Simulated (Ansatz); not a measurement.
# Ca on Ti(0001): change of the work function

How does one ordered layer of Ca (fcc site) change the work function of Ti(0001), and what dipole does each adsorbate carry?

Method: plane-wave DFT, PBE, Ansatz PAW, in Ansatz 0.2.0.

**1. The starting structure**

The cell holds 4 atoms: 4 Ti. Cell: a = 2.950 Å, b = 2.950 Å, c = 25.027 Å, α = 90.0°, β = 90.0°, γ = 60.0°. Vacuum lies along c.

**2. The clean slab**

The bare slab comes first, as the zero from which every change is counted. The two lowest layers are held at bulk places and the upper ones relax. The dipole correction removes the false field that a one-sided slab makes across the periodic vacuum, so each face gets a flat vacuum level of its own.

The input, input.yaml:

```yaml
crystal:
  lattice:
    - [2.95, 0.0, 0.0]
    - [1.475, 2.5547749412, 0.0]
    - [0.0, 0.0, 25.0269]
  atoms:
    - { symbol: Ti, position: [0.6666666667, 0.6666666667, 0.3596130564] }
    - { symbol: Ti, position: [0.0, 0.0, 0.4532043521] }
    - { symbol: Ti, position: [0.6666666667, 0.6666666667, 0.5467956479] }
    - { symbol: Ti, position: [0.0, 0.0, 0.6403869436] }
kpoints:
  mp_grid: { grid: [12, 12, 1] }
hamiltonian:
  xc: pbe
scf:
  occupations: { method: fermi_dirac, width: 0.1 }
  convergence: { dr2_threshold: 1.0e-08 }
efield:
  axis: 3
  dipole_correction: true
  ramp_position: 0.97
  ramp_width: 0.06
relax:
  f_tol: 0.02
  max_steps: 60
  constraints: [{ sites: [0, 1] }]
output:
  write_potential: true
  write_density: true
  volumetric_format: npy
```

On the command line:

```sh
> ansatz run input.yaml --threads 2 --pin off --max-ram 3072MiB --backend cpu --events-out ev --progress --plain --runs-dir out
```

Log:

```text
Engine: ansatz 0.2.0, aarch64-unknown-linux-gnu
Pseudopotentials: kind: paw
Pseudopotential: Ti, paw, valence charge 12, recommended cutoff 420 eV (normal), Ti.paw.azcp
Functional definition: PBE
  parameter kappa = 0.804
  parameter beta = 0.066725
  exchange = pbe_x(kappa = kappa, mu = beta*pi^2/3)
  correlation = pbe_c(beta = beta)
Crystal: 4 atoms, lattice volume = 188.617 Å³
Basis set: ecut = 420 eV, 3611 PW (Γ), exchange–correlation on 40×40×360 points (8 copies of the dense FFT grid, shifted against one another)
Bands: 29, of which v1, the nominal top of the filled ones, is band 24 counted from 1 (23 counted from 0)
Symmetry: 6 space group operations
k-points: 19 of 144 (time reversal used)
Non-local potential: Ti, projectors of the file, l = 0: 3, l = 1: 2, l = 2: 3, l = 3: 1
PAW form: soft (Blöchl's): semilocal exchange-correlation on the pseudo side does not see the compensation charge
PAW one-centre angular grid: Ti, 590 points (default); XC on 64 Gauss nodes
Initial density: superposition of atomic densities (neutral atoms: chi_scale 0, normalization atom), corrected by the library's trained network
Initial wavefunctions: pseudopotential atomic-orbital guess
Functional: x = pbe(κ = 0.804, μ = 0.219515), c = pbe(β = 0.066725)
SCF iter   1: F=—  HF=-9996.827743 eV  |F-HF|=—  |Δ(HF+E_count)|=         —  Δρ=6.22e-3  dr2=3.89e-1  ethr=1.77e-3  p=0.000 e·Å  D=5.72e-14 V/Å  ΔV_dip=-0.00 eV  dr2_dipole=9.47e-6  V_vac-E_F(+/−)=4.09/4.09 eV  ⟨swp⟩=7.0  Hψ=5629  notcnv=0
efield: sawtooth ramp at fractional position 0.9700 (set: `efield.ramp_position`, or a place that a band, a saddle search or an elastic batch's reference lends), width 0.0600; the density the first Hamiltonian is built on has a dipole p = 0.000 e·Å; the dipole correction subtracts the counter field D = 5.72e-14 V/Å, which shifts the + side's vacuum level by -0.00 eV against the − side's; the planar-averaged density in the ramp window peaks in size at 3.0e-5 e/Å³
automatic band count: the SCF goes on with 34 bands, as 29 were too few: the levels above may hold too much charge
preconditioner: auto → LDOS  [metal: Δε(μ)=0.033 eV  Ē_g=2.762 eV  σ=0.100 eV  W_gap=0.08  n_scr=16 (ndim 8)  ℏωp=10.8 eV  f_vac=0.550  D(μ)=8.41/eV (n_scr^D=88)  β→1.0]
SCF iter   2: F=—  HF=-9996.820566 eV  |F-HF|=—  |Δ(HF+E_count)|=   7.18e-3  Δρ=2.07e-3  dr2=1.66e-2  ethr=8.11e-4  p=-0.000 e·Å  D=-3.83e-5 V/Å  ΔV_dip=0.00 eV  dr2_dipole=2.48e-6  V_vac-E_F(+/−)=4.36/4.36 eV  ⟨swp⟩=1.9  Hψ=850  notcnv=0
SCF iter   3: F=—  HF=-9996.820324 eV  |F-HF|=—  |Δ(HF+E_count)|=   2.42e-4  Δρ=7.15e-4  dr2=2.59e-3  ethr=3.45e-5  p=-0.000 e·Å  D=-4.47e-5 V/Å  ΔV_dip=0.00 eV  dr2_dipole=9.89e-8  V_vac-E_F(+/−)=4.36/4.36 eV  ⟨swp⟩=2.1  Hψ=828  notcnv=0
SCF iter   4: F=—  HF=-9996.820197 eV  |F-HF|=—  |Δ(HF+E_count)|=   1.27e-4  Δρ=1.83e-4  dr2=7.43e-5  ethr=5.40e-6  p=-0.000 e·Å  D=-7.22e-6 V/Å  ΔV_dip=0.00 eV  dr2_dipole=6.11e-7  V_vac-E_F(+/−)=4.39/4.39 eV  ⟨swp⟩=2.0  Hψ=788  notcnv=0
SCF iter   5: F=—  HF=-9996.820290 eV  |F-HF|=—  |Δ(HF+E_count)|=   9.35e-5  Δρ=1.05e-4  dr2=4.27e-5  ethr=1.55e-7  p=-0.000 e·Å  D=-6.02e-6 V/Å  ΔV_dip=0.00 eV  dr2_dipole=2.12e-9  V_vac-E_F(+/−)=4.40/4.40 eV  ⟨swp⟩=3.4  Hψ=1270  notcnv=0
SCF iter   6: F=—  HF=-9996.820296 eV  |F-HF|=—  |Δ(HF+E_count)|=   6.05e-6  Δρ=3.45e-5  dr2=6.91e-6  ethr=8.90e-8  p=0.000 e·Å  D=5.34e-6 V/Å  ΔV_dip=-0.00 eV  dr2_dipole=2.20e-12  V_vac-E_F(+/−)=4.41/4.41 eV  ⟨swp⟩=2.2  Hψ=859  notcnv=0
SCF iter   7: F=—  HF=-9996.820326 eV  |F-HF|=—  |Δ(HF+E_count)|=   2.92e-5  Δρ=9.74e-6  dr2=2.33e-7  ethr=1.44e-8  p=0.000 e·Å  D=4.36e-6 V/Å  ΔV_dip=-0.00 eV  dr2_dipole=2.62e-10  V_vac-E_F(+/−)=4.41/4.41 eV  ⟨swp⟩=1.5  Hψ=662  notcnv=0
SCF iter   8: F=—  HF=-9996.820326 eV  |F-HF|=—  |Δ(HF+E_count)|=   3.10e-7  Δρ=4.97e-6  dr2=7.04e-8  ethr=4.84e-10  p=0.000 e·Å  D=3.41e-6 V/Å  ΔV_dip=-0.00 eV  dr2_dipole=9.53e-12  V_vac-E_F(+/−)=4.41/4.41 eV  ⟨swp⟩=3.1  Hψ=1275  notcnv=0
SCF iter   9: F=-9996.820326 eV  HF=-9996.820326 eV  |F-HF|=4.65e-9  |Δ(HF+E_count)|=   1.09e-8  Δρ=1.31e-6  dr2=3.16e-9  ethr=2.08e-11  p=0.000 e·Å  D=1.87e-6 V/Å  ΔV_dip=-0.00 eV  dr2_dipole=2.60e-11  V_vac-E_F(+/−)=4.41/4.41 eV  ⟨swp⟩=8.0  Hψ=4170  notcnv=0
SCF 1 converged in 9 iterations: F = -9996.820326 eV  dr2 = 3.16e-9
  greatest PAW one-centre occupation: 0.999 electrons in one spin orbital (limit 2), on the Ti atom at site 2 (counted from 0), in its partial waves of l = 0
relax step   1: F+E_penalty+E_count = -9996.82032589 eV  Δ(F+E_penalty+E_count) = +0.000e0 eV  max|allowed force component| = 6.136e-1 eV/Å  Δτ_max = 0.0000 Å  (9 SCF iters, accepted)
Bands: 34, of which v1, the nominal top of the filled ones, is band 24 counted from 1 (23 counted from 0)
Initial density: handed on by an earlier stage of this run
Initial wavefunctions: those handed on with the density
SCF iter   1: F=—  HF=-9997.020724 eV  |F-HF|=—  |Δ(HF+E_count)|=         —  Δρ=1.54e-2  dr2=3.23e0  ethr=3.10e-3  p=0.000 e·Å  D=6.91e-7 V/Å  ΔV_dip=-0.00 eV  dr2_dipole=2.03e-1  V_vac-E_F(+/−)=4.45/4.45 eV  ⟨swp⟩=4.8  Hψ=1854  notcnv=0
efield: sawtooth ramp at fractional position 0.9700 (set: `efield.ramp_position`, or a place that a band, a saddle search or an elastic batch's reference lends), width 0.0600; the density the first Hamiltonian is built on has a dipole p = 0.000 e·Å; the dipole correction subtracts the counter field D = 6.91e-7 V/Å, which shifts the + side's vacuum level by -0.00 eV against the − side's; the planar-averaged density in the ramp window peaks in size at 8.7e-6 e/Å³
preconditioner: auto → LDOS  [metal: Δε(μ)=0.006 eV  Ē_g=2.864 eV  σ=0.100 eV  W_gap=0.02  n_scr=16 (ndim 8)  ℏωp=10.8 eV  f_vac=0.560  D(μ)=7.32/eV (n_scr^D=62)  β→1.0]
SCF iter   2: F=—  HF=-9996.896706 eV  |F-HF|=—  |Δ(HF+E_count)|=   1.24e-1  Δρ=7.26e-3  dr2=5.18e-1  ethr=3.10e-3  p=0.018 e·Å  D=1.74e-2 V/Å  ΔV_dip=-0.44 eV  dr2_dipole=8.81e-2  V_vac-E_F(+/−)=4.00/4.43 eV  ⟨swp⟩=2.1  Hψ=1128  notcnv=0
SCF iter   3: F=—  HF=-9996.864922 eV  |F-HF|=—  |Δ(HF+E_count)|=   3.18e-2  Δρ=2.42e-3  dr2=6.44e-2  ethr=1.08e-3  p=0.007 e·Å  D=6.93e-3 V/Å  ΔV_dip=-0.17 eV  dr2_dipole=1.04e-2  V_vac-E_F(+/−)=4.26/4.43 eV  ⟨swp⟩=2.1  Hψ=988  notcnv=0
SCF iter   4: F=—  HF=-9996.859781 eV  |F-HF|=—  |Δ(HF+E_count)|=   5.14e-3  Δρ=9.85e-4  dr2=8.07e-3  ethr=1.34e-4  p=0.007 e·Å  D=6.69e-3 V/Å  ΔV_dip=-0.17 eV  dr2_dipole=2.47e-3  V_vac-E_F(+/−)=4.26/4.43 eV  ⟨swp⟩=2.1  Hψ=974  notcnv=0
SCF iter   5: F=—  HF=-9996.859575 eV  |F-HF|=—  |Δ(HF+E_count)|=   2.06e-4  Δρ=1.72e-4  dr2=9.56e-5  ethr=1.68e-5  p=0.006 e·Å  D=5.68e-3 V/Å  ΔV_dip=-0.14 eV  dr2_dipole=1.68e-5  V_vac-E_F(+/−)=4.29/4.43 eV  ⟨swp⟩=1.9  Hψ=759  notcnv=0
SCF iter   6: F=—  HF=-9996.859601 eV  |F-HF|=—  |Δ(HF+E_count)|=   2.58e-5  Δρ=9.00e-5  dr2=6.59e-5  ethr=1.99e-7  p=0.005 e·Å  D=5.13e-3 V/Å  ΔV_dip=-0.13 eV  dr2_dipole=5.10e-6  V_vac-E_F(+/−)=4.30/4.43 eV  ⟨swp⟩=2.3  Hψ=888  notcnv=0
SCF iter   7: F=—  HF=-9996.859611 eV  |F-HF|=—  |Δ(HF+E_count)|=   1.05e-5  Δρ=5.04e-5  dr2=8.15e-6  ethr=1.37e-7  p=0.005 e·Å  D=4.68e-3 V/Å  ΔV_dip=-0.12 eV  dr2_dipole=1.85e-6  V_vac-E_F(+/−)=4.31/4.43 eV  ⟨swp⟩=1.7  Hψ=678  notcnv=0
SCF iter   8: F=—  HF=-9996.859637 eV  |F-HF|=—  |Δ(HF+E_count)|=   2.62e-5  Δρ=1.65e-5  dr2=1.25e-6  ethr=1.70e-8  p=0.005 e·Å  D=4.37e-3 V/Å  ΔV_dip=-0.11 eV  dr2_dipole=3.60e-8  V_vac-E_F(+/−)=4.32/4.43 eV  ⟨swp⟩=2.5  Hψ=1023  notcnv=0
SCF iter   9: F=—  HF=-9996.859637 eV  |F-HF|=—  |Δ(HF+E_count)|=   1.30e-7  Δρ=6.35e-6  dr2=1.44e-7  ethr=2.60e-9  p=0.004 e·Å  D=4.27e-3 V/Å  ΔV_dip=-0.11 eV  dr2_dipole=6.42e-9  V_vac-E_F(+/−)=4.32/4.43 eV  ⟨swp⟩=2.1  Hψ=814  notcnv=0
SCF iter  10: F=—  HF=-9996.859637 eV  |F-HF|=—  |Δ(HF+E_count)|=   2.23e-8  Δρ=1.77e-6  dr2=1.73e-8  ethr=3.01e-10  p=0.004 e·Å  D=4.25e-3 V/Å  ΔV_dip=-0.11 eV  dr2_dipole=1.59e-9  V_vac-E_F(+/−)=4.32/4.43 eV  ⟨swp⟩=2.6  Hψ=940  notcnv=0
SCF iter  11: F=-9996.859637 eV  HF=-9996.859637 eV  |F-HF|=7.84e-10  |Δ(HF+E_count)|=   7.34e-9  Δρ=6.04e-7  dr2=2.42e-9  ethr=2.08e-11  p=0.004 e·Å  D=4.24e-3 V/Å  ΔV_dip=-0.11 eV  dr2_dipole=4.88e-10  V_vac-E_F(+/−)=4.32/4.43 eV  ⟨swp⟩=9.3  Hψ=3723  notcnv=0
SCF 2 converged in 11 iterations: F = -9996.859637 eV  dr2 = 2.42e-9
  greatest PAW one-centre occupation: 0.999 electrons in one spin orbital (limit 2), on the Ti atom at site 1 (counted from 0), in its partial waves of l = 0
relax step   2: F+E_penalty+E_count = -9996.85963750 eV  Δ(F+E_penalty+E_count) = -3.931e-2 eV  max|allowed force component| = 4.318e-1 eV/Å  Δτ_max = 0.1956 Å  (11 SCF iters, accepted)
iter 1 solved again at ethr=1.59e-3 eV; its pass at ethr=3.10e-3 eV (dr2=7.66e-1 eV) is discarded
SCF iter   1: F=—  HF=-9996.908492 eV  |F-HF|=—  |Δ(HF+E_count)|=         —  Δρ=7.69e-3  dr2=8.62e-1  ethr=1.59e-3  p=0.004 e·Å  D=4.24e-3 V/Å  ΔV_dip=-0.11 eV  dr2_dipole=4.10e-2  V_vac-E_F(+/−)=4.31/4.42 eV  ⟨swp⟩=1.0  Hψ=2302  notcnv=0
efield: sawtooth ramp at fractional position 0.9700 (set: `efield.ramp_position`, or a place that a band, a saddle search or an elastic batch's reference lends), width 0.0600; the density the first Hamiltonian is built on has a dipole p = 0.004 e·Å; the dipole correction subtracts the counter field D = 4.24e-3 V/Å, which shifts the + side's vacuum level by -0.11 eV against the − side's; the planar-averaged density in the ramp window peaks in size at 7.3e-6 e/Å³
preconditioner: auto → LDOS  [metal: Δε(μ)=0.012 eV  Ē_g=2.791 eV  σ=0.100 eV  W_gap=0.03  n_scr=16 (ndim 8)  ℏωp=10.8 eV  f_vac=0.555  D(μ)=7.84/eV (n_scr^D=74)  β→1.0]
SCF iter   2: F=—  HF=-9996.881422 eV  |F-HF|=—  |Δ(HF+E_count)|=   2.71e-2  Δρ=3.90e-3  dr2=1.36e-1  ethr=1.59e-3  p=-0.001 e·Å  D=-1.03e-3 V/Å  ΔV_dip=0.03 eV  dr2_dipole=2.98e-5  V_vac-E_F(+/−)=4.46/4.44 eV  ⟨swp⟩=2.1  Hψ=803  notcnv=0
SCF iter   3: F=—  HF=-9996.876839 eV  |F-HF|=—  |Δ(HF+E_count)|=   4.58e-3  Δρ=1.02e-3  dr2=7.96e-3  ethr=2.84e-4  p=0.001 e·Å  D=1.33e-3 V/Å  ΔV_dip=-0.03 eV  dr2_dipole=4.47e-4  V_vac-E_F(+/−)=4.39/4.43 eV  ⟨swp⟩=2.0  Hψ=893  notcnv=0
SCF iter   4: F=—  HF=-9996.876299 eV  |F-HF|=—  |Δ(HF+E_count)|=   5.40e-4  Δρ=2.15e-4  dr2=1.88e-4  ethr=1.66e-5  p=0.001 e·Å  D=1.32e-3 V/Å  ΔV_dip=-0.03 eV  dr2_dipole=4.33e-5  V_vac-E_F(+/−)=4.39/4.43 eV  ⟨swp⟩=2.0  Hψ=779  notcnv=0
SCF iter   5: F=—  HF=-9996.876315 eV  |F-HF|=—  |Δ(HF+E_count)|=   1.63e-5  Δρ=8.59e-5  dr2=4.19e-5  ethr=3.92e-7  p=0.002 e·Å  D=1.54e-3 V/Å  ΔV_dip=-0.04 eV  dr2_dipole=6.01e-6  V_vac-E_F(+/−)=4.39/4.42 eV  ⟨swp⟩=2.3  Hψ=962  notcnv=0
SCF iter   6: F=—  HF=-9996.876356 eV  |F-HF|=—  |Δ(HF+E_count)|=   4.07e-5  Δρ=3.19e-5  dr2=6.27e-6  ethr=8.73e-8  p=0.002 e·Å  D=1.75e-3 V/Å  ΔV_dip=-0.04 eV  dr2_dipole=2.45e-7  V_vac-E_F(+/−)=4.38/4.42 eV  ⟨swp⟩=2.0  Hψ=789  notcnv=0
SCF iter   7: F=—  HF=-9996.876383 eV  |F-HF|=—  |Δ(HF+E_count)|=   2.76e-5  Δρ=1.32e-5  dr2=9.85e-7  ethr=1.31e-8  p=0.002 e·Å  D=1.88e-3 V/Å  ΔV_dip=-0.05 eV  dr2_dipole=1.34e-7  V_vac-E_F(+/−)=4.38/4.42 eV  ⟨swp⟩=2.1  Hψ=797  notcnv=0
SCF iter   8: F=—  HF=-9996.876384 eV  |F-HF|=—  |Δ(HF+E_count)|=   1.86e-7  Δρ=5.15e-6  dr2=2.28e-7  ethr=2.05e-9  p=0.002 e·Å  D=1.96e-3 V/Å  ΔV_dip=-0.05 eV  dr2_dipole=1.82e-8  V_vac-E_F(+/−)=4.37/4.42 eV  ⟨swp⟩=2.0  Hψ=828  notcnv=0
SCF iter   9: F=-9996.876384 eV  HF=-9996.876384 eV  |F-HF|=6.03e-9  |Δ(HF+E_count)|=   1.34e-8  Δρ=1.62e-6  dr2=7.64e-9  ethr=2.08e-11  p=0.002 e·Å  D=1.99e-3 V/Å  ΔV_dip=-0.05 eV  dr2_dipole=3.61e-10  V_vac-E_F(+/−)=4.37/4.42 eV  ⟨swp⟩=8.6  Hψ=4602  notcnv=0
SCF 3 converged in 9 iterations: F = -9996.876384 eV  dr2 = 7.64e-9
relax step   3: F+E_penalty+E_count = -9996.87638356 eV  Δ(F+E_penalty+E_count) = -1.675e-2 eV  max|allowed force component| = 1.190e-2 eV/Å  Δτ_max = 0.0899 Å  (9 SCF iters, accepted)
NSCF: frozen V_eff on 19 k-points
the band table was solved once a step of the walk had ended and its energy, with any forces and stress, was formed, with the checks that follow a solve (2895 applications of the Hamiltonian). They found nothing against the state; the energy, forces and stress were not computed again (output.eigenvalues in the input reference)
WARN: The input density's exchange-correlation potential varies sharply where the density is thin. Do not read a vacuum level from v_tot or v_xc, or from such a field of the output density. On a cell that repeats whose density bears no net charge and no dipole along the vacuum's axis use v_es (v_loc + v_h of the components); under efield.dipole_correction with no amplitude use v_es + v_field, which holds any external [...]
SCF converged after 9 iterations
Free energy (F): -9996.876384 eV
Harris-Foulkes:  -9996.876384 eV  (|F-HF|=6.03e-9)
Internal energy: -9996.623465 eV  (E = F + TS)
E sigma→0 (E₀):  -9996.749924 eV
Entropy (-TS):   -0.252919 eV (-63.230 meV/atom)
Fermi energy:    2.290332 eV
Dipole field:    D = 0.002017 V/Å  (p = 0.002103 e·Å, saw-weighted, corrected)
Work function:   Φ+ = 4.3729 eV   Φ− = 4.4234 eV
Levels:          The Fermi level and band energies are counted from a zero that moves with the ramp; work functions are not
--- Per-component energies (eV) ---
  E_band       = -1160.708068
  E_kinetic    = 1085.706679
  E_local      = -50168.130877  (includes V_loc(G=0)·N_el)
  E_nonlocal   = 34.277154
  E_hartree    = 24527.751138
  E_xc         = -386.964371
  E_vxc        = -483.802244  (∫ρ·V_xc dr)
  E_paw        = -4190.770095  (= ΣΔE_a)
  E_vpaw       = -684.249598  (= ΣTr[D̂ρ^β])
  E_aug_tail   = 0.000492  (compensation charges beyond the density's cutoff)
  E_efield     = 0.000002  (sawtooth field / dipole correction)
  E_vefield    = 0.000915  (∫n·V_field dr)
  E_ewald      = 19101.506413
  E_smearing   = -0.252919  (= −TS)
  E_closure    = -0.000000  (closes the sum)
  Σ components = -9996.876384   (vs F -9996.876384, Δ=0.00e0)
--- Forces (eV/Å), atoms counted from 1 ---
  atom   1  Ti    -0.00000000     0.00000000     0.60717111
  atom   2  Ti     0.00000000    -0.00000000    -0.58698482
  atom   3  Ti     0.00000000     0.00000000    -0.00824489
  atom   4  Ti     0.00000000    -0.00000000    -0.01190267
  max |Σ_I F_I| component: 3.87e-5 eV/Å
--- Band table (eV; the first three rows and the last of 19) ---
  k-point 0: bands = [... 20 lower, 2.0512, 2.2819, 2.7160, 2.7943, 2.9364, 2.9364, 3.0094, 3.0094, ... 6 higher]
  k-point 1: bands = [... 20 lower, 1.9894, 2.2496, 2.5399, 2.6448, 2.8456, 2.9373, 3.0405, 3.0898, ... 6 higher]
  k-point 2: bands = [... 20 lower, 1.7486, 2.0197, 2.1514, 2.4575, 2.5617, 2.7274, 3.0024, 3.2370, ... 6 higher]
  k-point 18: bands = [... 20 lower, 1.1279, 1.5089, 1.5929, 2.2386, 2.2466, 2.3803, 2.4174, 2.5706, ... 6 higher]
--- Relaxed structure (3 steps of the walk, 3 accepted, 0 SCFs on fresh bases) ---
  F+E_penalty+E_count = -9996.87638356 eV   max|allowed force component| = 1.190e-2 eV/Å
  atoms:
    - { symbol: Ti, position: [0.666667, 0.666667, 0.3596130564] }
    - { symbol: Ti, position: [0.0, 0.0, 0.4532043521] }
    - { symbol: Ti, position: [0.666667, 0.666667, 0.549513] }
    - { symbol: Ti, position: [0, 0, 0.636167] }
```

Wall time 20 s (2 threads of Arm Neoverse V1, shared host); peak memory 0.43 GiB; 38 s of CPU time.

Reading the cycles: dr2 is the Hartree energy of the density residual (eV), the measure of convergence; HF is the Harris–Foulkes estimate of the energy, which meets the free energy F at convergence.

Step by step:

```tsv
step	energy less that of the first step (eV)	largest force component (eV/Å)
1	0.0000	0.6136
2	-0.0393	0.4318
3	-0.0561	0.0119
```

The run keeps the 6 symmetry operations that the program found, so distortions that break them were not tested.

The atoms that moved most (Å):

```tsv
atom	dx	dy	dz	length
Ti4	0.000	0.000	-0.106	0.106
Ti3	0.000	0.000	0.068	0.068
```

The relaxed structure:

```cif
data_structure
_symmetry_space_group_name_H-M 'P 1'
_symmetry_Int_Tables_number 1
_cell_length_a 2.9500
_cell_length_b 2.9500
_cell_length_c 25.0269
_cell_angle_alpha 90.000
_cell_angle_beta 90.000
_cell_angle_gamma 60.000
_cell_volume 188.62
loop_
_atom_site_label
_atom_site_type_symbol
_atom_site_fract_x
_atom_site_fract_y
_atom_site_fract_z
_atom_site_occupancy
Ti1 Ti 0.66667 0.66667 0.35961 1
Ti2 Ti 0.00000 0.00000 0.45320 1
Ti3 Ti 0.66667 0.66667 0.54951 1
Ti4 Ti 0.00000 0.00000 0.63617 1
```

This step gave:

```
energy at zero smearing        : -9996.7499 eV
work function, upper face      : 4.373 eV
work function, lower face      : 4.423 eV
dipole along the normal        : 0.002103 e·Å
step between the vacuum levels : -0.05049 eV
```

Running mean over 2.342 Å of the planar mean; the ramp of the sawtooth is left out. Electron's electrostatic potential energy less the Fermi level against z:

z (Å), electron's electrostatic potential energy less the Fermi level (eV) and a bar from the least value:
```
      3.5       4.42 ##############################
      4.0       4.42 ##############################
      4.5       4.42 ##############################
      5.0       4.40 ##############################
      5.5       4.36 ##############################
      6.0       4.24 ##############################
      6.5       3.89 #############################
      7.0       2.89 ##########################
      7.5       0.39 ####################
      8.0      -3.13 ###########
      8.5      -5.88 ####
      9.0      -6.74 ##
      9.5      -6.71 ##
     10.0      -6.59 ###
     10.5      -6.56 ###
     11.0      -6.58 ###
     11.5      -6.56 ###
     12.0      -6.38 ###
     12.5      -6.24 ####
     13.0      -6.32 ###
     13.5      -6.57 ###
     14.0      -6.94 ##
     14.5      -7.53 
     15.0      -7.68 
     15.5      -7.32 #
     16.0      -6.81 ##
     16.5      -5.57 #####
     17.0      -2.61 #############
     17.5       0.85 #####################
     18.0       3.07 ###########################
     18.5       3.92 #############################
     19.0       4.22 #############################
     19.5       4.32 ##############################
     20.0       4.36 ##############################
     20.5       4.37 ##############################
     21.0       4.37 ##############################
     21.5       4.37 ##############################
```

The relaxation took 3 steps and lowered the energy by 0.056 eV; the largest force on the free atoms ends at 0.012 eV/Å.

The work function of the upper face is 4.37 eV.

[end of part 1 of 2]

[Long decimals in the printed logs are rounded to 6 places.]

[Logs are printed without paths, hosts, clocks, repeated set-up lines and the standing remarks that a program may print on its own settings, such as how far it seeks lower states.]

[Hosts, paths, dates, database ids (printed as entryN), source tags and the programs' standing remarks are cut or masked in the printed files.]

[Maps of the electrostatic potential energy from Ansatz leave out the sawtooth potential of an applied field or a dipole correction, so their vacuum need not be flat; planar profiles and work functions include it.]
